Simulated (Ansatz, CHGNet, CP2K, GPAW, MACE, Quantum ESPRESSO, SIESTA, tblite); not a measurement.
**Quantum ESPRESSO on random packing of 55Li2O-45Nb2O5 (mol %) (96 atoms): settings against a plane-wave reference**

How near does Quantum ESPRESSO come to plane waves for random packing of 55Li2O-45Nb2O5 (mol %) (96 atoms)?

Program: Quantum ESPRESSO 7.5. Level of theory: the method is named at each step. Results are calculated unless marked as measured.

## (1) The starting structure

The cell holds 96 atoms: 22 Li, 56 O and 18 Nb. Cell: a = 10.533 Å, b = 10.533 Å, c = 10.533 Å, α = 90.0°, β = 90.0°, γ = 90.0°. 96 atoms (22 Li, 56 O, 18 Nb) packed at random in a cube at 3.87 g/cm³ and pushed apart as soft spheres, cations and anions kept from their own kind; a start for melting by ab initio MD, not an equilibrated structure. Then every atom was moved at random, 0.05 Å r.m.s. a Cartesian component.

The yardstick, on the same geometry:

| Item | Value |
| --- | --- |
| method | Kohn-Sham DFT, PBE, PAW, plane waves (Ansatz 0.2.0); cutoff 420 eV, Γ point, fermi-dirac smearing of 0.05 eV; PAW set soft_2 |
| r.m.s. force component | 1.837 eV/Å |
| longest force | 6.695 eV/Å |
| pressure | -15.6 GPa |
| SCF cycles | 14 |
| time | 12 s on 8 threads of Arm Neoverse V1, shared host |
| CPU time | 90 s |

## (2) PBE, sssp-1.3.0-efficiency, 60/480 Ry

Method: Kohn-Sham DFT, PBE, SSSP efficiency 1.3.0 pseudopotentials, plane waves.

pw.in reads:

```
&control
  calculation = 'scf'
  pseudo_dir = './pseudo'
  outdir = './tmp'
  disk_io = 'none'
  tprnfor = .true.
  tstress = .true.
/
&system
  ibrav = 0
  nat = 96
  ntyp = 3
  ecutwfc = 60
  ecutrho = 480
  nosym = .true.
  occupations = 'smearing'
  smearing = 'fd'
  degauss = 0.003675
/
&electrons
  conv_thr = 4.8e-07
  electron_maxstep = 100
  mixing_beta = 0.4
  mixing_mode = 'plain'
  diagonalization = 'david'
/
ATOMIC_SPECIES
Li 6.940 Li.upf
O 15.999 O.upf
Nb 92.906 Nb.upf
CELL_PARAMETERS angstrom
10.53340 0.00000 0.00000
0.00000 10.53340 0.00000
0.00000 0.00000 10.53340
ATOMIC_POSITIONS crystal
Li 0.29112 0.50715 0.60161
Li 0.77320 0.43560 0.17861
Li 0.77041 0.01886 0.30748
Li 0.13897 0.33542 0.51586
Li 0.49573 0.92662 0.75200
Li 0.62680 0.55657 0.35381
Li 0.50655 0.67488 0.84680
Li 0.54049 0.93207 0.51895
Li 0.79782 0.74008 0.76631
Li 0.31656 0.08651 0.72964
Li 0.24645 0.73456 0.24521
Li 0.64103 0.48375 0.97476
Li 0.80420 0.14475 0.04797
Li 0.19448 0.86777 0.78260
Li 0.99301 0.45860 0.32105
Li 0.08627 0.09154 0.49934
Li 0.69931 0.29509 0.35303
Li 0.43007 0.55626 0.18698
Li 0.28637 0.11009 0.06537
Li 0.08592 0.88660 0.33664
Li 0.95960 0.06492 0.86819
Li 0.97088 0.62395 0.47777
O 0.02590 0.69454 0.15276
O 0.49200 0.49094 0.88432
O 0.35053 0.97370 0.85609
O 0.92695 0.44055 0.78162
O 0.37073 0.67284 0.98028
O 0.55603 0.67318 0.23630
O 0.12530 0.39415 0.81378
O 0.94351 0.23275 0.29469
O 0.75321 0.97935 0.01223
O 0.85320 0.57861 0.08046
O 0.45381 0.04229 0.62087
O 0.18694 0.09109 0.32496
O 0.15575 0.01036 0.67684
O 0.51035 0.30275 0.00007
O 0.69421 0.28638 0.88719
O 0.31252 0.59574 0.36548
O 0.05246 0.92034 0.11839
O 0.47888 0.35074 0.42839
O 0.70634 0.84166 0.54093
O 0.97924 0.88185 0.85699
O 0.50474 0.80623 0.38462
O 0.60484 0.42971 0.23344
O 0.92252 0.78481 0.37502
O 0.08396 0.65056 0.67337
O 0.20577 0.95280 0.47934
O 0.61648 0.79446 0.78709
O 0.50460 0.50601 0.58200
O 0.85363 0.31264 0.01630
O 0.82910 0.59723 0.87918
O 0.57796 0.65844 0.02680
O 0.02528 0.36187 0.16751
O 0.82883 0.53114 0.32870
O 0.35954 0.44867 0.04966
O 0.33619 0.71325 0.54909
[... 36 atom lines left out ...]
Nb 0.00026 0.47007 0.97444
Nb 0.31928 0.86742 0.05288
Nb 0.56921 0.86051 0.99379
Nb 0.85940 0.18461 0.49618
K_POINTS gamma
```

Run with:

```sh
OMP_NUM_THREADS=1 mpirun -np 4 pw.x -in pw.in > output.txt
```

The program printed:

```text
Program PWSCF
     gamma-point specific algorithms are used
     one sub-group per band group will be used
     scalapack distributed-memory algorithm (size of sub-group:  2*  2 procs)
     Parallelization info
     sticks:   dense  smooth     PW     G-vecs:    dense   smooth      PW
     Min        3787    1892    471               350140   123740   15519
     Max        3790    1894    474               350148   123743   15526
     Sum       15153    7573   1893              1400571   494967   62093
     bravais-lattice index     =            0
     lattice parameter (alat)  =      19.9052  a.u.
     unit-cell volume          =    7886.8273 (a.u.)^3
     number of atoms/cell      =           96
     number of atomic types    =            3
     number of electrons       =       636.00
     number of Kohn-Sham states=          382
     kinetic-energy cutoff     =      60.0000  Ry
     charge density cutoff     =     480.0000  Ry
     scf convergence threshold =      4.8E-07
     mixing beta               =       0.4000
     number of iterations used =            8  plain     mixing
     Exchange-correlation= SLA  PW   PBX  PBC
                           (   1   4   3   4   0   0   0)
     crystal axes: (cart. coord. in units of alat)
               a(1) = (   1.000000   0.000000   0.000000 )
               a(2) = (   0.000000   1.000000   0.000000 )
               a(3) = (   0.000000   0.000000   1.000000 )
     reciprocal axes: (cart. coord. in units 2 pi/alat)
               b(1) = (  1.000000  0.000000  0.000000 )
               b(2) = (  0.000000  1.000000  0.000000 )
               b(3) = (  0.000000  0.000000  1.000000 )
     PseudoPot. # 1 for Li:
     Pseudo is Ultrasoft, Zval =  3.0
     PseudoPot. # 2 for O :
     Pseudo is Projector augmented-wave + core cor, Zval =  6.0
     PseudoPot. # 3 for Nb:
     Pseudo is Projector augmented-wave + core cor, Zval = 13.0
     atomic species   valence    mass     pseudopotential
     Li                3.00     6.94000     Li( 1.00)
     O                 6.00    15.99900     O ( 1.00)
     Nb               13.00    92.90600     Nb( 1.00)
     No symmetry found
   Cartesian axes
     number of k points=     1  Fermi-Dirac smearing, width (Ry)=  0.0037
                       cart. coord. in units 2pi/alat
        k(    1) = (   0.0000000   0.0000000   0.0000000), wk =   2.0000000
     Dense  grid:   700286 G-vectors     FFT dimensions: ( 144, 144, 144)
     Smooth grid:   247484 G-vectors     FFT dimensions: ( 100, 100, 100)
     Check: negative core charge=   -0.000003
     Initial potential from superposition of free atoms
     starting charge     626.0454, renormalised to     636.0000
     Starting wfcs are  514 randomized atomic wfcs
     Self-consistent Calculation
     iteration #  1     ecut=    60.00 Ry     beta= 0.40
     total energy              =   -8604.10680066 Ry
     estimated scf accuracy    <     129.78010557 Ry
     iteration #  2     ecut=    60.00 Ry     beta= 0.40
     total energy              =   -8547.88076329 Ry
     estimated scf accuracy    <    2064.11804224 Ry
     iteration #  3     ecut=    60.00 Ry     beta= 0.40
     total energy              =   -8640.41864946 Ry
     estimated scf accuracy    <     365.21348164 Ry
     iteration #  4     ecut=    60.00 Ry     beta= 0.40
     total energy              =   -8660.36701470 Ry
     estimated scf accuracy    <      30.85712064 Ry
     iteration #  5     ecut=    60.00 Ry     beta= 0.40
     total energy              =   -8662.70244132 Ry
     estimated scf accuracy    <      18.74593257 Ry
     iteration #  6     ecut=    60.00 Ry     beta= 0.40
     total energy              =   -8663.23065592 Ry
     estimated scf accuracy    <      23.74190175 Ry
[...]
total energy              =   -8663.99580120 Ry
[...]
iteration # 68     ecut=    60.00 Ry     beta= 0.40
     total energy              =   -8663.99580122 Ry
     estimated scf accuracy    <       0.00000060 Ry
     iteration # 69     ecut=    60.00 Ry     beta= 0.40
     total energy              =   -8663.99580123 Ry
     estimated scf accuracy    <       0.00000074 Ry
     iteration # 70     ecut=    60.00 Ry     beta= 0.40
     End of self-consistent calculation
          k = 0.0000 0.0000 0.0000 ( 31047 PWs)   bands (ev):
   -50.1466 -49.8460 -49.8411 -49.7995 -49.7801 -49.5363 -49.4806 -49.4727
   -49.4310 -49.3634 -49.1756 -49.0616 -48.9010 -48.8168 -48.6559 -48.4837
   -48.4707 -48.2913 -38.7951 -38.6630 -38.4130 -38.3394 -38.2888 -38.2518
   -37.9668 -37.8297 -37.6821 -37.5777 -37.4860 -37.4567 -37.3461 -37.2250
   -37.1542 -37.1166 -37.0852 -36.9216 -36.8090 -36.7198 -36.7148 -36.4692
   -26.1263 -26.0597 -25.9454 -25.8879 -25.8633 -25.8560 -25.8491 -25.8285
[...]
7.9138   7.9584   7.9734   8.0681   8.1039   8.1652   8.2077   8.2983
     8.3169   8.3671   8.4655   8.4928   8.5253   8.5531   8.5808   8.6271
     8.6714   8.7111   8.7558   8.7992   8.8444   8.9202   8.9616   8.9728
     9.0010   9.0793   9.1128   9.1795   9.1985   9.2339
     the Fermi energy is     6.6292 ev
!    total energy              =   -8663.99580098 Ry
     estimated scf accuracy    <       0.00000030 Ry
     smearing contrib. (-TS)   =      -0.05174625 Ry
     internal energy E=F+TS    =   -8663.94405474 Ry
     The total energy is F=E-TS. E is the sum of the following terms:
     one-electron contribution =   -1539.38471799 Ry
     hartree contribution      =    1048.55796592 Ry
     xc contribution           =    -998.93090555 Ry
     ewald contribution        =   -2887.23470160 Ry
     one-center paw contrib.   =   -4286.95169553 Ry
     convergence has been achieved in  70 iterations
     Forces acting on atoms (cartesian axes, Ry/au):
     atom    1 type  1   force =     0.02531172    0.03360517   -0.07805974
     atom    2 type  1   force =     0.01338791   -0.00397542   -0.00528267
     atom    3 type  1   force =    -0.01433639    0.05428377   -0.02564534
     atom    4 type  1   force =     0.02715831    0.01918556   -0.06159872
     atom    5 type  1   force =    -0.01018270    0.00352451   -0.00908313
     atom    6 type  1   force =    -0.04608767   -0.04395994   -0.05427157
[...]
atom   94 type  3   force =    -0.07322616    0.05925533    0.00037437
     atom   95 type  3   force =     0.25521779    0.02880003    0.04168718
     atom   96 type  3   force =     0.03230742   -0.07616717   -0.09898536
     Total force =     1.209502     Total SCF correction =     0.001887
     Computing stress (Cartesian axis) and pressure
          total   stress  (Ry/bohr**3)                   (kbar)     P=     -157.93
  -0.00092160   0.00013490  -0.00007322         -135.57       19.84      -10.77
   0.00013490  -0.00116867   0.00002884           19.84     -171.92        4.24
  -0.00007322   0.00002884  -0.00113052          -10.77        4.24     -166.31
     Message from routine punch:
     Nothing written, as per user request (disk_io='none')
```

It took 18 min on 4 MPI ranks of Arm Neoverse V1, shared host; peak memory 3.7 GiB; 73 min of CPU time.

Banners, paths, timers and routine set-up lines are dropped from the logs unmarked, and long logs keep their key lines alone; longer cuts are marked.

Numbers from this run, and their distance from the reference:

```
r.m.s. force component                  : 1.832 eV/Å
r.m.s. difference of force components   : 9.054 meV/Å
longest difference of force vectors     : 37.25 meV/Å
force difference over r.m.s. force      : 0.4929 %
slope of forces against the reference's : 0.9975
correlation of force components         : 1
pressure                                : -15.79 GPa
pressure difference                     : -0.1926 GPa
```

Length of the force difference by element (eV/Å):

| element | atoms | mean | most |
| --- | --- | --- | --- |
| Li | 22 | 0.0028 | 0.0051 |
| Nb | 18 | 0.020 | 0.037 |
| O | 56 | 0.015 | 0.029 |

Local excerpt of 9 atoms (numbers count through the whole input) about Nb90, which has 5 bonded neighbours where the commonest count for Nb is 6; x, y, z are measured from there.

| atom | x | y | z | distance (Å) | bonds | Fx | Fy | Fz (eV/Å) |
| --- | --- | --- | --- | --- | --- | --- | --- | --- |
| Nb90 | 0.00 | 0.00 | 0.00 | 0.00 | 5 | -0.27 | 3.55 | 3.36 |
| O53 | -0.24 | 1.92 | 1.22 | 2.29 | 3 | -0.28 | -0.30 | -1.85 |
| O60 | 1.38 | 1.81 | -0.28 | 2.29 | 4 | -1.99 | -1.85 | -1.26 |
| O75 | 1.28 | -1.92 | -0.77 | 2.43 | 3 | -0.25 | 1.21 | 2.82 |
| Li21 | -0.94 | -1.21 | -1.94 | 2.47 | 1 | 0.09 | -3.30 | 0.26 |
| O50 | -2.05 | 1.40 | -0.38 | 2.51 | 3 | 3.86 | -0.41 | -0.69 |
| Li13 | -2.57 | -0.37 | -0.04 | 2.60 | 4 | -1.48 | -0.11 | 0.33 |
| Li19 | 2.51 | -0.73 | 0.14 | 2.62 | 2 | 1.09 | 0.48 | 0.69 |
| O73 | -1.75 | -1.49 | 1.34 | 2.66 | 3 | 2.01 | 0.46 | -2.23 |

Forces lie 0.49 % from the reference's, at 49 times its CPU time (on 4 against 8 cores); the SCF took 70 steps, which the time reflects.

## (3) Another try, on a changed input

Edit pw.in of step 2 so:

```diff
@@ -18,2 +18,3 @@
   degauss = 0.003675
+  nbnd = 127
 /
@@ -21,3 +22,3 @@
   conv_thr = 4.8e-07
-  electron_maxstep = 100
+  electron_maxstep = 50
   mixing_beta = 0.4
```

The program printed:

```text
Program PWSCF
     gamma-point specific algorithms are used
 %%%%%%%%%%%%%%%%%%%%%%%%%%%%%%%%%%%%%%%%%%%%%%%%%%%%%%%%%%%%%%%%%%%%%%%%%%%%%%
     Error in routine setup (1):
     too few bands
 %%%%%%%%%%%%%%%%%%%%%%%%%%%%%%%%%%%%%%%%%%%%%%%%%%%%%%%%%%%%%%%%%%%%%%%%%%%%%%
```

It took 0.68 s on 4 MPI ranks; peak memory 0.44 GiB.

The program stopped at the start. The fault in the input: too few bands (bands 127).

## (4) What came out

```
force difference from the reference : QE PBE, sssp-1.3.0-efficiency, 60/480 Ry, 0.49 %
its CPU time                        : 73 min
```

**Reading.** PBE on plane waves or a grid with other potentials, cutoffs or grids differs from the reference by 0.49 % (QE PBE, sssp-1.3.0-efficiency, 60/480 Ry) of the r.m.s. force; this holds the reference's own error, so differences of a few per cent don't tell which side is nearer the exact PBE result (QE's 60 Ry are 816 eV, against the reference's 420 eV). The reference's stress is far from hydrostatic: its diagonal is -13.4, -17.0, -16.4 GPa, compression counted positive. The reference's pressure of -16 GPa belongs to a cell and atoms that aren't relaxed at this level. The runs have no spin polarisation, so moments on Nb can't form, and no Hubbard term. The electronic-structure runs sample only Γ, in a cell whose shortest periodic width is 11 Å, which is coarse for a cell with partly filled levels.

[Also dropped from logs without a mark: logging warnings of Python, and SIESTA's first energy breakdown and zero terms.]

[Logs are printed without paths, hosts, clocks, repeated set-up lines and the standing remarks that a program may print on its own settings, such as how far it seeks lower states.]

[Hosts, paths, dates, database ids (printed as entryN), source tags and the programs' standing remarks are cut or masked in the printed files.]
